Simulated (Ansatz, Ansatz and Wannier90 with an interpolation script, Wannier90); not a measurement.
## G0W0 band structure of CsCdCl3 (Pm-3m)

G0W0 gives levels on a mesh alone; what do the bands of CsCdCl3 (Pm-3m) look like between the points?

Program: Ansatz 0.2.0. Level of theory: LDA, Wannier functions and G0W0, plane waves, PAW. Results are calculated unless marked as measured.

Report form: the programs' logs are mostly left out.

The database entry behind the starting cell is an old determination (1928), so it need not match the best structure at ambient conditions.

## 1. The structure

It takes space group Pm-3m (No. 221, cubic). Conventional cell: a = 5.200 Å, b = 5.200 Å, c = 5.200 Å, α = 90.00°, β = 90.00°, γ = 90.00°. Nearest to Cs lie 12 Cl at 3.68 Å. Cd has 6 Cl at 2.60 Å nearest. Nearest to Cl lie 2 Cd at 2.60 Å and 4 Cs at 3.68 Å. Farther neighbours and most contacts between anions are not listed.

The cell and positions come from the Crystallography Open Database and are kept as given unless a step says otherwise. Spin-orbit coupling is left out unless a step names it. The default PAW set here is soft_2. Its files were made with PBE.

## 2. LDA bands

Levels along a band path, at the cheap level, show where the edges lie and whether the meshes to come will hold them.

This step: DFT, LDA, plane waves, PAW.

input.yaml

```yaml
crystal:
  lattice:
    - [5.2, 0.0, 0.0]
    - [0.0, 5.2, 0.0]
    - [0.0, 0.0, 5.2]
  atoms:
    - { symbol: Cs, position: [0.0, 0.0, 0.0] }
    - { symbol: Cd, position: [0.5, 0.5, 0.5] }
    - { symbol: Cl, position: [0.0, 0.5, 0.5] }
    - { symbol: Cl, position: [0.5, 0.0, 0.5] }
    - { symbol: Cl, position: [0.5, 0.5, 0.0] }
kpoints:
  mp_grid: { grid: [4, 4, 4] }
  band_path:
    path:
      - [[0.0, 0.0, 0.0], [0.0, 0.5, 0.0], [0.5, 0.5, 0.0], [0.0, 0.0, 0.0], [0.5, 0.5, 0.5], [0.0, 0.5, 0.0]]
      - [[0.5, 0.5, 0.5], [0.5, 0.5, 0.0]]
    npoints: 10
hamiltonian:
  xc: lda
scf:
  occupations: { method: fermi_dirac, width: 0.02 }
  n_extra_bands: 74
output:
  eigenvalues: true
  forces: true
  stress: true
  fatbands: true
  write_density: true
  write_potential: true
  elf: true
  volumetric_format: npy
```

On the command line:

```bash
> ansatz run input.yaml --threads 4 --pin off --max-ram 18432MiB --backend cpu --events-out ev --progress --plain --runs-dir out
```

Elapsed: 13 s, on 4 threads of Arm Neoverse V1, shared host; peak memory 0.8 GiB.

Numbers from this step:

- pressure: -1.903 GPa
- filled bands: 25
- gap: 1.511 eV
- valence top at: R
- conduction bottom at: Γ
- least direct gap: 2.097 eV

The gap is indirect, with the least direct gap 0.59 eV higher.

ELF in the ac plane at fractional y = 0.500, with atoms of Cd and Cl within 0.2 Å of it. It is the smooth field of the valence electrons, not physical close to the nuclei.

Values, 13 rows by 14 columns, each cell a mean:
```
0.01 0.01 0.12 0.52 0.81 0.86 0.69 0.55 0.80 0.86 0.72 0.32 0.04 0.01
0.07 0.03 0.04 0.24 0.62 0.81 0.83 0.82 0.83 0.75 0.46 0.11 0.03 0.05
0.47 0.30 0.09 0.06 0.21 0.42 0.53 0.55 0.49 0.33 0.12 0.05 0.17 0.40
0.82 0.73 0.43 0.12 0.08 0.12 0.15 0.16 0.14 0.10 0.08 0.23 0.60 0.79
0.87 0.86 0.71 0.29 0.13 0.25 0.40 0.43 0.34 0.18 0.15 0.50 0.81 0.87
0.58 0.78 0.79 0.38 0.18 0.42 0.65 0.74 0.55 0.30 0.19 0.61 0.83 0.69
0.34 0.72 0.80 0.40 0.20 0.46 0.75 0.86 0.61 0.33 0.20 0.63 0.81 0.54
0.80 0.84 0.77 0.35 0.16 0.35 0.53 0.58 0.45 0.24 0.17 0.57 0.83 0.83
0.87 0.82 0.60 0.21 0.10 0.16 0.25 0.28 0.21 0.13 0.11 0.38 0.74 0.86
0.69 0.54 0.23 0.07 0.10 0.19 0.24 0.25 0.22 0.15 0.07 0.11 0.38 0.64
0.22 0.11 0.04 0.12 0.42 0.68 0.77 0.78 0.74 0.58 0.26 0.05 0.06 0.17
0.02 0.02 0.07 0.40 0.75 0.85 0.80 0.75 0.84 0.83 0.62 0.21 0.03 0.02
0.00 0.02 0.16 0.58 0.84 0.86 0.58 0.34 0.76 0.87 0.76 0.38 0.05 0.01
```
Columns run along a (5.2 Å), rows up along c (5.2 Å). Atoms in or near the plane, at fractional coordinates: Cd at (0.50, 0.50), Cl at (0.00, 0.50), Cl at (0.50, 0.00).

Electrostatic potential energy in the ac plane at fractional y = 0.500, with atoms of Cd and Cl within 0.2 Å of it. With pseudopotentials it is smooth inside the atoms' cores, unlike the true potential.

Ten even steps from '_' (-46 eV) to '@' (10 eV), each cell a mean:
```
@@@@@@@@%%==____::##@@@@@@@@
@@@@@@@@@@%%++==**@@@@@@@@@@
@@@@@@@@@@@@%%%%@@@@@@@@@@@@
@@@@@@@@@@%%%%##%%@@@@@@@@@@
==**%%@@%%**++++++##@@@@%%++
__::##%%##++----==**%%%%==__
__..**%%##==--::==++%%%%--__
..==%%@@%%++====++**%%%%**::
##%%@@@@@@%%****##%%@@@@@@%%
@@@@@@@@@@@@%%%%@@@@@@@@@@@@
@@@@@@@@@@@@####%%@@@@@@@@@@
@@@@@@@@@@**::..==%%@@@@@@@@
@@@@@@@@%%==____..**@@@@@@@@
```
Columns run along a (5.2 Å; values clipped at the 3rd and 97th percentile), rows up along c (5.2 Å). Atoms in or near the plane, at fractional coordinates: Cd at (0.50, 0.50), Cl at (0.00, 0.50), Cl at (0.50, 0.00).

## 3. Overlaps and projections on 8×8×8

This step: overlaps and projections of LDA states for Wannier90, plane waves, PAW.

input.yaml, the sections that differ from step 2:

```yaml
kpoints:
  mp_grid: { grid: [4, 4, 4] }
scf:
  occupations: { method: fixed }
  n_extra_bands: 74
output:
  wannier:
    kmesh: [8, 8, 8]
    projections: [{ species: Cd, l: s, shell: 5 }, { species: Cl, l: p, shell: 3 }]
    minimise: false
    seedname: w
    disentanglement: { window: [-1.62, 12.17], frozen_window: [-1.62, 5.71] }
# crystal, hamiltonian: as in step 2
```

Elapsed: 27 s, on 4 threads; peak memory 2.7 GiB; 100 s of CPU time.

## 4. Wannier functions by Wannier90 (Cd:5s Cl:3p) on 8×8×8

Localised functions give a small Hamiltonian that interpolates between mesh points at no cost.

This step: maximally localised Wannier functions from the overlaps of LDA states (plane waves, PAW).

w.win

```
num_iter = 1200
conv_tol = 1.0e-8
conv_window = 5
dis_num_iter = 4000
dis_conv_tol = 1.0e-8
dis_mix_ratio = 0.7
write_hr = true
use_ws_distance = false
num_print_cycles = 50
! ansatz wannier90 interface
! projections by site (counted from 0) and shell: 1 5S, 2 3P, 3 3P, 4 3P
! states of the run's bands (counted from 1): 1-33
num_bands = 33
num_wann  = 10
dis_win_min = -1.62
dis_win_max = 12.17
dis_froz_min = -1.62
dis_froz_max = 5.71
guiding_centres = true

begin unit_cell_cart
Ang
                      5.2                      0.0                      0.0
                      0.0                      5.2                      0.0
                      0.0                      0.0                      5.2
end unit_cell_cart

begin atoms_frac
Cs                       0.0                      0.0                      0.0
Cd                       0.5                      0.5                      0.5
Cl                       0.0                      0.5                      0.5
Cl                       0.5                      0.0                      0.5
Cl                       0.5                      0.5                      0.0
end atoms_frac

mp_grid = 8 8 8

[... the mesh's points ...]
```

On the command line:

```bash
> OMP_NUM_THREADS=1 mpirun -n 4 wannier90.x w > wannier90.x.log
```

Elapsed: 6.4 s, on 4 MPI ranks; 25 s of CPU time.

Numbers from this step:

```
gauge-invariant spread     : 21.54 Å²
diagonal spread            : 0 Å²
off-diagonal spread        : 0.3159 Å²
total spread               : 21.85 Å²
disentanglement steps      : 185
r.m.s. interpolation error : 4.42e-4 eV
r.m.s. error near the gap  : 3.96e-4 eV
```

Near the gap the model misses directly solved bands by 0.4 meV r.m.s. and by 4 meV at most in the window tested. This tests the starting bands, not the corrections carried with them.

Wannier functions, by row:

```
function  x (Å)  y (Å)  z (Å)  spread (Å²)  nearest atom  distance (Å)
       1    2.6    2.6    2.6        4.233           Cd2             0
       2      0    2.6    2.6        1.768           Cl3             0
       3      0    2.6    2.6        2.338           Cl3             0
       4      0    2.6    2.6        1.768           Cl3             0
       5    2.6      0    2.6        1.768           Cl4             0
       6    2.6      0    2.6        1.768           Cl4             0
       7    2.6      0    2.6        2.338           Cl4             0
       8    2.6    2.6      0        2.338           Cl5             0
       9    2.6    2.6      0        1.768           Cl5             0
      10    2.6    2.6      0        1.768           Cl5             0
```

Frozen up to 2.01 eV; above it the model need not follow the bands. Electronic bands along the path, in eV, zero at the valence-band top:

```csv
point,band 22,band 23,band 24,band 25,band 26
Γ,-0.92,-0.59,-0.59,-0.59,1.51
halfway,-0.95,-0.95,-0.68,-0.68,2.71
X,-0.91,-0.91,-0.86,-0.86,4.26
halfway,-1.01,-0.98,-0.54,-0.53,4.75
M,-1.07,-1.07,-0.29,-0.01,6.04
halfway,-1.02,-0.80,-0.80,-0.42,3.46
Γ,-0.92,-0.59,-0.59,-0.59,1.51
halfway,-1.22,-0.61,-0.46,-0.46,3.96
R,-0.27,-0.27,0.00,0.00,7.84
halfway,-0.65,-0.57,-0.55,-0.50,5.20
X,-0.91,-0.91,-0.86,-0.86,4.26
jump to R,-0.27,-0.27,0.00,0.00,7.84
halfway,-0.59,-0.59,-0.28,0.00,6.38
M,-1.07,-1.07,-0.29,-0.01,6.04
```

The same for Kohn-Sham, solved directly:

```csv
point,band 22,band 23,band 24,band 25,band 26
Γ,-0.92,-0.59,-0.59,-0.59,1.51
X,-0.91,-0.91,-0.86,-0.86,4.25
M,-1.07,-1.07,-0.29,-0.01,6.04
Γ,-0.92,-0.59,-0.59,-0.59,1.51
R,-0.27,-0.27,0.00,0.00,5.65
X,-0.91,-0.91,-0.86,-0.86,4.25
R,-0.27,-0.27,0.00,0.00,5.65
M,-1.07,-1.07,-0.29,-0.01,6.04
```

## 5. G0W0 at every point of the mesh: 4×4×4 mesh, 528 empty bands, screening to 140 eV

G0W0 replaces the xc potential by the self-energy, built once from these orbitals. Only a window of levels is corrected, while the sums run over the empty bands that the input names.

This step: G0W0 on LDA, plane waves, PAW.

input.yaml, the sections that differ from step 3:

```yaml
scf:
  occupations: { method: fixed }
gw:
  n_empty_bands: 528
  ecut_chi: 140.0
  qp_bands: [v9, c1]
  screening: { model: contour_deformation }
# crystal, kpoints, hamiltonian: as in step 3
# output: removed
```

On the command line:

```bash
> ansatz run input.yaml --threads 4 --pin off --max-ram 18432MiB --backend cpu --events-out ev --progress --plain --runs-dir out
```

The job ended after 7.2 min (4 threads; peak memory 2.3 GiB; 28 min of CPU time).

This step gave:

```
bands summed                                 : 553
RPA ε∞ on this mesh (eigenvalues)            : 3.569, 3.569, 3.569
plane waves in the screening matrix          : 515
q-points in the mesh                         : 64
G0W0 gap on the mesh                         : 3.412 eV
k of the valence top                         : -0.5, -0.5, -0.5
k of the conduction bottom                   : 0, 0, 0
starting gap on the mesh                     : 1.511 eV
Z at the valence top                         : 0.7702
Z at the conduction bottom                   : 0.8144
least direct G0W0 gap on the computed points : 4.265 eV
```

The gap on the mesh goes from 1.51 eV to 3.41 eV, a correction of +1.90 eV. Between the two edge states, bare exchange in place of the xc potential would open the gap by 8.29 eV, and correlation takes back 6.39 eV.

## 6. Interpolating the corrections

A script adds the corrections, carried to the Wannier functions and back, to the LDA levels, along the path and on a 9×9×9 mesh.

```
G0W0 gap over the zone     : 3.412 eV
valence top at             : R
conduction bottom at       : Γ
starting gap over the zone : 1.511 eV
least direct G0W0 gap      : 4.265 eV
G0W0 gap on the mesh       : 3.412 eV
valence width, start       : 5.168 eV
valence width, G0W0        : 5.171 eV
gap by a rigid shift       : 3.413 eV
```

Levels solved directly plus the interpolated quasiparticle correction. Limits: finite bands, cutoff and mesh; d shell near the gap, gap tends to lie low; no spin-orbit coupling. The quasiparticle bands at the labelled points (eV, zero at the valence-band top of each set):

```
    point  band 22  band 23  band 24  band 25  band 26
        Γ    -1.29    -0.85    -0.85    -0.85     3.41
  halfway    -1.32    -1.32    -0.97    -0.97     4.61
        X    -1.27    -1.27    -1.16    -1.16     6.20
  halfway    -1.38    -1.30    -0.88    -0.65     6.71
        M    -1.43    -1.43    -0.62    -0.01     8.02
  halfway    -1.39    -1.13    -1.10    -0.64     5.36
        Γ    -1.29    -0.85    -0.85    -0.85     3.41
  halfway    -1.58    -0.97    -0.70    -0.70     5.86
        R    -0.60    -0.60     0.00     0.00     7.63
  halfway    -0.98    -0.84    -0.81    -0.61     7.02
        X    -1.27    -1.27    -1.16    -1.16     6.20
jump to R    -0.60    -0.60     0.00     0.00     7.63
  halfway    -0.93    -0.93    -0.61     0.00     7.97
        M    -1.43    -1.43    -0.62    -0.01     8.02
```

The same for LDA:

(Unchanged from step 4.)

Minima of the lowest conduction band, from levels solved directly at the displaced points, plus the interpolated correction; masses are left empty at degenerate points, on flat bands and where the interpolated correction rules the curvature; G0W0 masses are rough. Conduction valleys, by row:

| point | k (reciprocal lattice) | valleys in the zone | G0W0 level above the valence top (eV) | LDA level above the valence top (eV) | G0W0 principal masses (m_e) | LDA principal masses (m_e) |
| --- | --- | --- | --- | --- | --- | --- |
| Γ | 0.000 0.000 0.000 | 1 | 3.412 | 1.511 | 0.244 0.244 0.244 | 0.229 0.229 0.229 |

Second differences of levels solved directly at the displaced points, plus the interpolated correction, at the quasiparticle band edges; no spin-orbit coupling; left empty where the band is flat or the interpolated correction rules the curvature. Effective masses, by row:

```csv
carrier,point,Cartesian direction,band,LDA mass (m_e),G0W0 mass (m_e)
hole,R,100,24,0.277,0.278
hole,R,010,24,0.277,0.278
hole,R,001,24,0.277,0.278
hole,R,110,25,1.092,1.1
hole,R,110,24,0.368,0.37
hole,R,111,25,0.551,0.554
hole,R,111,24,0.551,0.554
electron,Γ,100,26,0.229,0.243
electron,Γ,010,26,0.229,0.243
electron,Γ,001,26,0.229,0.243
electron,Γ,110,26,0.229,0.243
electron,Γ,111,26,0.229,0.243
```

Corrections by starting level (eV, on the run's own energy scale, so only their differences matter):

| start | correction |
| --- | --- |
| -5.17 | −0.94 |
| -2.87 | −1.07 |
| -2.83 | −1.04 |
| -1.76 | −1.30 |
| -1.63 | −1.28 |
| -1.37 | −1.32 |
| -1.16 | −1.29 |
| -1.07 | −1.30 |
| -0.95 | −1.30 |
| -0.91 | −1.30 |
| -0.65 | −1.27 |
| -0.57 | −0.97 |
| -0.46 | −1.18 |
| -0.01 | −0.93 |
| 0.00 | −0.94 |
| 1.51 | +0.97 |
| 3.43 | +0.98 |
| 6.04 | +1.12 |

## 7. LDA+SOC bands, for comparison

Spin-orbit coupling can split or shift the edges; a non-collinear run measures by how much.

This step: DFT, LDA with spin-orbit coupling, plane waves, PAW.

input.yaml, the sections that differ from step 5:

```yaml
kpoints:
  mp_grid: { grid: [4, 4, 4] }
  band_path:
    path:
      - [[0.0, 0.0, 0.0], [0.0, 0.5, 0.0], [0.5, 0.5, 0.0], [0.0, 0.0, 0.0], [0.5, 0.5, 0.5], [0.0, 0.5, 0.0]]
      - [[0.5, 0.5, 0.5], [0.5, 0.5, 0.0]]
    npoints: 10
scf:
  occupations: { method: fermi_dirac, width: 0.02 }
  n_extra_bands: 10
magnetization:
  noncollinear: true
  spin_orbit: true
output:
  eigenvalues: true
  forces: true
  stress: true
# crystal, hamiltonian: as in step 5
# gw: removed
```

Wall time 29 s (4 threads); peak memory 1 GiB.

This step gave:

| Property | Result |
| --- | --- |
| pressure | -1.917 GPa |
| filled bands | 50 |
| gap | 1.505 eV |
| valence top at | R |
| conduction bottom at | Γ |
| least direct gap | 2.031 eV |

The gap stands −0.01 eV against LDA.

## 8. What came out

* LDA gap: 1.51 eV
* G0W0 gap over the zone: 3.41 eV, indirect
* least direct G0W0 gap, in the model: 4.26 eV
* with the spin-orbit change: 3.41 eV
* GW settings: 4×4×4 mesh, 528 empty bands, screening to 140 eV
* known limits: not at the basis limit; d shell near the gap, gap tends to lie low; no spin-orbit coupling

The Wannier model follows the LDA bands to under 1 meV r.m.s. near the gap. The G0W0 gap over the zone is 3.41 eV, indirect, from R to Γ; on the mesh alone it is 3.41 eV, nearly the same. The valence width in the model goes from 5.17 eV to 5.17 eV. At the band edge the lightest electron mass is 0.23 m_e at the start and 0.24 m_e in G0W0; the G0W0 masses rest on corrections from the 4×4×4 mesh alone and are rough. LDA+SOC gives a gap of 1.51 eV on the same path, a spin-orbit change of −0.01 eV that would bring the G0W0 gap to 3.41 eV. Bands and cutoff are finite, so the gap is not at the basis limit. The miss can reach some tenths of an eV and take either sign; the mesh is an error of its own. Above the frozen window of the model the interpolated levels need not meet the computed ones, even at points of the mesh. This is the ideal cubic cell; many perovskites, halides above all, are cubic only on average, and local tilts or off-centring can widen the gap. A d shell, filled or nearly so, lies near the gap. One-shot GW converges very slowly in bands there, not always from below, and on a semilocal start the gap tends to come out low; starts rich in exact exchange can overshoot instead.

[Paths, hosts, dates, memory and timing lines, banners, echoed tables and standing remarks are left out of the program output.]

[Logs are printed without paths, hosts, clocks, repeated set-up lines and the standing remarks that a program may print on its own settings, such as how far it seeks lower states.]

[Runs of the session that timed out or met a known fault of the program may be left out.]

[Hosts, paths, dates, database ids (printed as entryN), source tags and the programs' standing remarks are cut or masked in the printed files.]
